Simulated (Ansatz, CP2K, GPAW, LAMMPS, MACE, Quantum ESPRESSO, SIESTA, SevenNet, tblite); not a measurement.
## Amorphous Hg33S25Se8 (66 atoms): runs against a plane-wave reference

Density of this cell: 7.67 g/cm³. The cell holds 66 atoms: 33 Hg, 25 S and 8 Se. Cell: a = 12.034 Å, b = 12.034 Å, c = 12.034 Å, α = 90.0°, β = 90.0°, γ = 90.0°. 66 atoms (33 Hg, 25 S, 8 Se) placed at random at 7.67 g/cm³, melted at 2500 K for 10 ps at fixed volume with the Stillinger-Weber II-VI potential (Zhou et al., Phys. Rev. B 88, 085309 (2013)). Quenched from 2500 K to 500 K at 30 K/ps and fixed volume, held 5 ps, then minimised at fixed cell.

Geometry: as built.

The reference, a calculation:

| Property | Result |
| --- | --- |
| method | Kohn-Sham DFT, PBE, SSSP efficiency 1.3.0 pseudopotentials, plane waves (Quantum ESPRESSO 7.5); sssp-pbe-1.3.0-efficiency, cutoffs 45/360 Ry, Γ point |
| r.m.s. force component | 0.397 eV/Å |
| longest force | 1.349 eV/Å |
| pressure | -0.5803 GPa |
| time | 7 min on 4 MPI ranks of Arm Neoverse V2, shared host |
| CPU time | 28 min |

Q: Estimate the differences from the reference, the CPU time and the memory of each run.
- GPAW PBE, LCAO dzp, h 0.28 Å (GPAW 26.7.0; 1 thread)
- MACE MP-0b2 small potential (MACE MP-0b2 small; 1 thread)
- GPAW PBE, LCAO dzp, h 0.2 Å (GPAW 26.7.0; 1 thread)
- SIESTA PBE, DZP, shift 0.01 Ry, mesh 300 Ry (SIESTA 5.4.2; 2 MPI ranks)
- SevenNet l3i5 potential (SevenNet l3i5; 1 thread)
- QE PBE, sssp-1.3.0-efficiency, 35/280 Ry (Quantum ESPRESSO 7.5; 4 MPI ranks)
- GPAW PBE, LCAO sz(dzp), h 0.2 Å (GPAW 26.7.0; 1 thread)
- GPAW PBE, plane waves 450 eV (GPAW 26.7.0; 2 MPI ranks)
- CP2K PBE, DZVP-MOLOPT-SR, 300/50 Ry, diagonalisation (CP2K 2026.2; 2 threads)
- CP2K PBE, DZVP-MOLOPT-SR, 600/50 Ry, diagonalisation (CP2K 2026.2; 4 MPI ranks)

Differences are against the plane-wave reference, forces as r.m.s. over components; share is that over the reference's r.m.s. force, slope the least-squares factor from reference forces to these. Total energies of different programs have different zeros and aren't compared.

```
                                                          run  Δ force, r.m.s. (meV/Å)  share (%)  slope  Δ pressure (GPa)  cores  CPU time  memory (GiB)
                                                    reference                        -          -      -                 -      4    28 min           4.5
                        GPAW PBE, LCAO dzp, h 0.28 Å (coarse)                     62.1       15.6  0.983                 -      1   2.2 min          0.84
                                  MACE MP-0b2 small potential                      175       44.2  1.010              1.06      1     5.7 s          0.67
                                  GPAW PBE, LCAO dzp, h 0.2 Å                     60.9       15.3  0.978                 -      1     4 min           1.7
                  SIESTA PBE, DZP, shift 0.01 Ry, mesh 300 Ry                      186       46.9  1.167             -4.39      2   2.3 min           1.0
                                      SevenNet l3i5 potential                      151       37.9  1.031             0.536      1     7.2 s           0.9
            QE PBE, sssp-1.3.0-efficiency, 35/280 Ry (coarse)                     5.50       1.39  0.999             -14.6      4    19 min           3.1
                     GPAW PBE, LCAO sz(dzp), h 0.2 Å (coarse)                      222       56.0  0.905                 -      1   1.8 min           1.5
                                 GPAW PBE, plane waves 450 eV                     20.2       5.09  1.009             0.458      2    12 min           1.8
CP2K PBE, DZVP-MOLOPT-SR, 300/50 Ry, diagonalisation (coarse)                     33.6       8.48  1.005              1.04      2   4.8 min           1.7
         CP2K PBE, DZVP-MOLOPT-SR, 600/50 Ry, diagonalisation                     33.6       8.48  1.004              1.04      4   6.8 min           6.1
```

Rows marked coarse were listed beforehand as settings not expected to be converged; some can still land near the reference.

Times of the machine-learned potentials are mostly Python's start and the loading of weights.

CPU time is summed over cores on a shared host, where runs went side by side, so it is rough. Symmetry, cutoffs, thresholds, outputs and thread counts weren't matched or tuned between programs; memory under MPI is the largest rank's times the ranks.

PBE on plane waves or a grid with other potentials, cutoffs or grids, coarse settings apart, differs from the reference by 5.1 % (GPAW PBE, plane waves 450 eV) of the r.m.s. force; this holds the reference's own error, so differences of a few per cent don't tell which side is nearer the exact PBE result. The PBE runs in local orbitals, coarse settings apart, differ by 8.5 % (CP2K PBE, DZVP-MOLOPT-SR, 600/50 Ry, diagonalisation) to 47 % (SIESTA PBE, DZP, shift 0.01 Ry, mesh 300 Ry); basis, grid and potentials can all enter. Machine-learned potentials differ by 38 % (SevenNet l3i5 potential) to 44 % (MACE MP-0b2 small potential); they were trained on other programs' data. Runs with settings chosen to be coarse differ by 1.4 % (QE PBE, sssp-1.3.0-efficiency, 35/280 Ry) to 56 % (GPAW PBE, LCAO sz(dzp), h 0.2 Å), their programs' other errors included. Machine-learned potentials mimic data converged in k, so the reference's own k-point error enters their differences. The network of bonds at the start is that of the classical potential that made the cell, and needn't be the one that DFT or experiment would give. The electronic-structure runs sample only Γ, in a cell whose shortest periodic width is 12 Å, which is coarse for a cell with partly filled levels.

[Logs are printed without paths, hosts, clocks, repeated set-up lines and the standing remarks that a program may print on its own settings, such as how far it seeks lower states.]

[Hosts, paths, dates, database ids (printed as entryN), source tags and the programs' standing remarks are cut or masked in the printed files.]
